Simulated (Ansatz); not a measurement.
**Ca_Ga in GaN (F-43m): charge-transition levels and formation energies**

Charge states of Ca_Ga in GaN (F-43m), set against the band edges. Model: a cell of 54 host atoms with 1 Ga taken out and 1 Ca put in.

Main program and level: Ansatz 0.2.0; place-levels on r2SCAN runs: charge-transition levels and formation energies with image-charge correction and potential alignment at the atomic sites; PAW set soft_1.

### 1. Set-up

The cell holds 54 atoms: 26 Ga, 27 N and 1 Ca. Its edges and angles: a = 9.542 Å, b = 9.542 Å, c = 9.542 Å, α = 60.0°, β = 60.0°, γ = 60.0°. It derives from GaN (space group F-43m). Nearest the centre at fractional (0.333, 0.667, 0.667): Ca35 at 0.00 Å, N30 at 1.95 Å, N18 at 1.95 Å, N34 at 1.95 Å, N36 at 1.95 Å, Ga33 at 3.18 Å, Ga17 at 3.18 Å, Ga29 at 3.18 Å.

Structure file:

```xyz
54
Lattice="0.0000 6.7473 6.7473 6.7473 0.0000 6.7473 6.7473 6.7473 0.0000" Properties=species:S:1:pos:R:3 pbc="T T T"
Ga    0.0000    0.0000    0.0000
N     1.1245    1.1245    1.1245
Ga    2.2491    2.2491    0.0000
N     3.3736    3.3736    1.1245
Ga    4.4982    4.4982    0.0000
N     5.6227    5.6227    1.1245
Ga    2.2491    0.0000    2.2491
N     3.3736    1.1245    3.3736
Ga    4.4982    2.2491    2.2491
N     5.6227    3.3736    3.3736
Ga    6.7473    4.4982    2.2491
N     7.8718    5.6227    3.3736
Ga    4.4982    0.0000    4.4982
N     5.6227    1.1245    5.6227
Ga    6.7473    2.2491    4.4982
N     7.8718    3.3736    5.6227
Ga    8.9964    4.4982    4.4982
N    10.1209    5.6227    5.6227
Ga    0.0000    2.2491    2.2491
N     1.1245    3.3736    3.3736
Ga    2.2491    4.4982    2.2491
N     3.3736    5.6227    3.3736
Ga    4.4982    6.7473    2.2491
N     5.6227    7.8718    3.3736
Ga    2.2491    2.2491    4.4982
N     3.3736    3.3736    5.6227
Ga    4.4982    4.4982    4.4982
N     5.6227    5.6227    5.6227
Ga    6.7473    6.7473    4.4982
N     7.8718    7.8718    5.6227
Ga    4.4982    2.2491    6.7473
N     5.6227    3.3736    7.8718
Ga    6.7473    4.4982    6.7473
N     7.8718    5.6227    7.8718
Ca    8.9964    6.7473    6.7473
N    10.1209    7.8718    7.8718
Ga    0.0000    4.4982    4.4982
N     1.1245    5.6227    5.6227
Ga    2.2491    6.7473    4.4982
N     3.3736    7.8718    5.6227
Ga    4.4982    8.9964    4.4982
N     5.6227   10.1209    5.6227
Ga    2.2491    4.4982    6.7473
N     3.3736    5.6227    7.8718
Ga    4.4982    6.7473    6.7473
N     5.6227    7.8718    7.8718
Ga    6.7473    8.9964    6.7473
N     7.8718   10.1209    7.8718
Ga    4.4982    4.4982    8.9964
N     5.6227    5.6227   10.1209
Ga    6.7473    6.7473    8.9964
N     7.8718    7.8718   10.1209
Ga    8.9964    8.9964    8.9964
N    10.1209   10.1209   10.1209
```

Screening for the image-charge correction: ε∞ = 6.00, ε0 = 10.56, computed on the host (DFPT, PBEsol, on the r2SCAN cell), and a cell off the functional's own equilibrium shifts the ionic part.

The cell's shortest repeat is 9.5 Å.

### 2. What was run first

A transition level is the Fermi level at which two charge states cost the same, so each charge needs its own total energy, at its own relaxed structure.

Each atom starts 0.05 Å or so off its site in a random direction: a symmetric start keeps its symmetry, and would miss off-centre moves and Jahn–Teller distortions. Forces are taken on a 2×2×2 shifted mesh. The cell holds 1 electron more than the neutral one, with a uniform background that keeps it neutral on the whole.

The sampling was tested on the host first: at the k-points planned (1x1x1 shifted 0.25 0.25 0.25) its energy lies 0.067 eV an atom from the dense-mesh value, so the final energies take a denser sampling.

One state's input; the others differ in charge, spin, start and seed, and in occupations where the table says so.

File qm1.relax/input.yaml:

```yaml
crystal:
  lattice:
    - [0.0, 6.74729083, 6.74729083]
    - [6.74729083, 0.0, 6.74729083]
    - [6.74729083, 6.74729083, 0.0]
  atoms:
    - { symbol: Ga, position: [0.0, 0.0, 0.0] }
    - { symbol: "N", position: [0.08333333, 0.08333333, 0.08333333] }
    - { symbol: Ga, position: [0.0, 0.0, 0.33333333] }
    - { symbol: "N", position: [0.08333333, 0.08333333, 0.41666667] }
    - { symbol: Ga, position: [0.0, 0.0, 0.66666667] }
    - { symbol: "N", position: [0.08333333, 0.08333333, 0.75] }
    - { symbol: Ga, position: [0.0, 0.33333333, 0.0] }
    - { symbol: "N", position: [0.08333333, 0.41666667, 0.08333333] }
    - { symbol: Ga, position: [0.0, 0.33333333, 0.33333333] }
    - { symbol: "N", position: [0.08333333, 0.41666667, 0.41666667] }
    - { symbol: Ga, position: [0.0, 0.33333333, 0.66666667] }
    - { symbol: "N", position: [0.08333333, 0.41666667, 0.75] }
    - { symbol: Ga, position: [0.0, 0.66666667, 0.0] }
    - { symbol: "N", position: [0.08333333, 0.75, 0.08333333] }
    - { symbol: Ga, position: [0.0, 0.66666667, 0.33333333] }
    - { symbol: "N", position: [0.08333333, 0.75, 0.41666667] }
    - { symbol: Ga, position: [0.0, 0.66666667, 0.66666667] }
    - { symbol: "N", position: [0.08333333, 0.75, 0.75] }
    - { symbol: Ga, position: [0.33333333, 0.0, 0.0] }
    - { symbol: "N", position: [0.41666667, 0.08333333, 0.08333333] }
    - { symbol: Ga, position: [0.33333333, 0.0, 0.33333333] }
    - { symbol: "N", position: [0.41666667, 0.08333333, 0.41666667] }
    - { symbol: Ga, position: [0.33333333, 0.0, 0.66666667] }
    - { symbol: "N", position: [0.41666667, 0.08333333, 0.75] }
    - { symbol: Ga, position: [0.33333333, 0.33333333, 0.0] }
    - { symbol: "N", position: [0.41666667, 0.41666667, 0.08333333] }
    - { symbol: Ga, position: [0.33333333, 0.33333333, 0.33333333] }
    - { symbol: "N", position: [0.41666667, 0.41666667, 0.41666667] }
    - { symbol: Ga, position: [0.33333333, 0.33333333, 0.66666667] }
    - { symbol: "N", position: [0.41666667, 0.41666667, 0.75] }
    - { symbol: Ga, position: [0.33333333, 0.66666667, 0.0] }
    - { symbol: "N", position: [0.41666667, 0.75, 0.08333333] }
    - { symbol: Ga, position: [0.33333333, 0.66666667, 0.33333333] }
    - { symbol: "N", position: [0.41666667, 0.75, 0.41666667] }
    - { symbol: Ca, position: [0.33333333, 0.66666667, 0.66666667] }
    - { symbol: "N", position: [0.41666667, 0.75, 0.75] }
    - { symbol: Ga, position: [0.66666667, 0.0, 0.0] }
    - { symbol: "N", position: [0.75, 0.08333333, 0.08333333] }
    - { symbol: Ga, position: [0.66666667, 0.0, 0.33333333] }
    - { symbol: "N", position: [0.75, 0.08333333, 0.41666667] }
    - { symbol: Ga, position: [0.66666667, 0.0, 0.66666667] }
    - { symbol: "N", position: [0.75, 0.08333333, 0.75] }
    - { symbol: Ga, position: [0.66666667, 0.33333333, 0.0] }
    - { symbol: "N", position: [0.75, 0.41666667, 0.08333333] }
    - { symbol: Ga, position: [0.66666667, 0.33333333, 0.33333333] }
    - { symbol: "N", position: [0.75, 0.41666667, 0.41666667] }
    - { symbol: Ga, position: [0.66666667, 0.33333333, 0.66666667] }
    - { symbol: "N", position: [0.75, 0.41666667, 0.75] }
    - { symbol: Ga, position: [0.66666667, 0.66666667, 0.0] }
    - { symbol: "N", position: [0.75, 0.75, 0.08333333] }
    - { symbol: Ga, position: [0.66666667, 0.66666667, 0.33333333] }
    - { symbol: "N", position: [0.75, 0.75, 0.41666667] }
    - { symbol: Ga, position: [0.66666667, 0.66666667, 0.66666667] }
    - { symbol: "N", position: [0.75, 0.75, 0.75] }
  host:
    repeats: [3, 3, 3]
    atoms:
      - { symbol: Ga, position: [0.0, 0.0, 0.0] }
      - { symbol: "N", position: [0.25, 0.25, 0.25] }
total_charge: -1
basis:
  ecutwfc: 500
  xc_grid: 2
hamiltonian:
  xc: r2scan
  pseudopotentials: { kind: paw, azcp: { folder: soft_1 } }
kpoints:
  mp_grid: { grid: [2, 2, 2], shift: [0.5, 0.5, 0.5] }
scf:
  occupations: { method: fixed }
  max_iter: 80
output:
  forces: true
  charged_corrections:
    epsilon: 6.0
    static_epsilon: 10.56
    defect_position: [0.333333, 0.666667, 0.666667]
relax:
  f_tol: 0.02
  max_steps: 80
  random_displacement: { amplitude: 0.05, seed: 9546 }
checkpoint:
  write: "../qm1.relax.run"
  compress: false
  write_wavefunctions: true
  write_every: 100000
```

Run with:

```console
$ ansatz run input.yaml --threads 4 --pin off --max-ram 15073MiB --backend cpu --events-out ev --progress --plain --runs-dir out
```

The run of this state that the levels use, under r2SCAN:

File qm1.point/input.yaml:

```yaml
crystal:
  checkpoint: "../qm1.relax.run"
  host: checkpoint
total_charge: -1
basis:
  ecutwfc: 500
  xc_grid: 2
hamiltonian:
  xc: r2scan
  pseudopotentials: { kind: paw, azcp: { folder: soft_1 } }
kpoints:
  mp_grid: { grid: [2, 2, 2], shift: [0.5, 0.5, 0.5] }
scf:
  occupations: { method: fixed }
  max_iter: 80
output:
  forces: true
  eigenvalues: true
  charged_corrections:
    epsilon: 6.0
    static_epsilon: 10.56
    defect_position: [0.333333, 0.666667, 0.666667]
  eigenstates: { localisation: true }
  populations: true
  band_densities: [{ bands: [v1, v1] }, { bands: [c1, c1] }]
  write_density: true
  write_potential: true
  volumetric_format: npy
checkpoint:
  read: "../qm1.relax.run"
  write: "../qm1.point.run"
  compress: false
  write_wavefunctions: false
  write_every: 100000
```

Relaxations under r2SCAN at a 2×2×2 shifted mesh; times on 4 threads of Arm Neoverse V1, shared host:

```
charge  moment (μB)  occupations    outcome  steps  largest displacement against the far atoms (Å)     time
    −1            0        fixed  converged      5                                            0.23  5.9 min
     0            1        fixed  converged     10                                            0.37   36 min
    +1            0        fixed  converged      8                                            0.30   23 min
    +1            2        fixed  converged      5                                            0.28   18 min
```

Single points under r2SCAN at a 2×2×2 shifted mesh; times on 4 threads of Arm Neoverse V1, shared host:

```
charge  moment (μB)  occupations    outcome     time
    −1            0        fixed  converged     67 s
     0            1        fixed  converged  2.3 min
    +1            0        fixed  converged     90 s
    +1            2        fixed  converged  2.5 min
```

Distances (Å) from Ca35 to the nearest atoms after relaxation with r2SCAN:

```
charge  moment (μB)      1.      2.      3.      4.       5.       6.
    −1            0  N 2.18  N 2.18  N 2.18  N 2.18  Ga 3.20  Ga 3.20
     0            1  N 2.19  N 2.19  N 2.19  N 2.21  Ga 3.16  Ga 3.16
    +1            0  N 2.21  N 2.21  N 2.21  N 2.21  Ga 3.14  Ga 3.14
    +1            2  N 2.22  N 2.22  N 2.22  N 2.22  Ga 3.21  Ga 3.21
```

(Continued in part 2 of 2.)

[Logs are printed without paths, hosts, clocks, repeated set-up lines and the standing remarks that a program may print on its own settings, such as how far it seeks lower states.]

[Hosts, paths, dates, database ids (printed as entryN), source tags and the programs' standing remarks are cut or masked in the printed files.]

[Where a table of states has a column of steps, it counts the stored structures, which are thinned; the runs took as many ionic steps or more.]

[A defect's name tells the site on which it was built; relaxed atoms can leave that site.]

[For some hosts the program warned that the k-mesh of the response run may be too coarse for force constants and the static dielectric constant; such warnings are not shown here.]
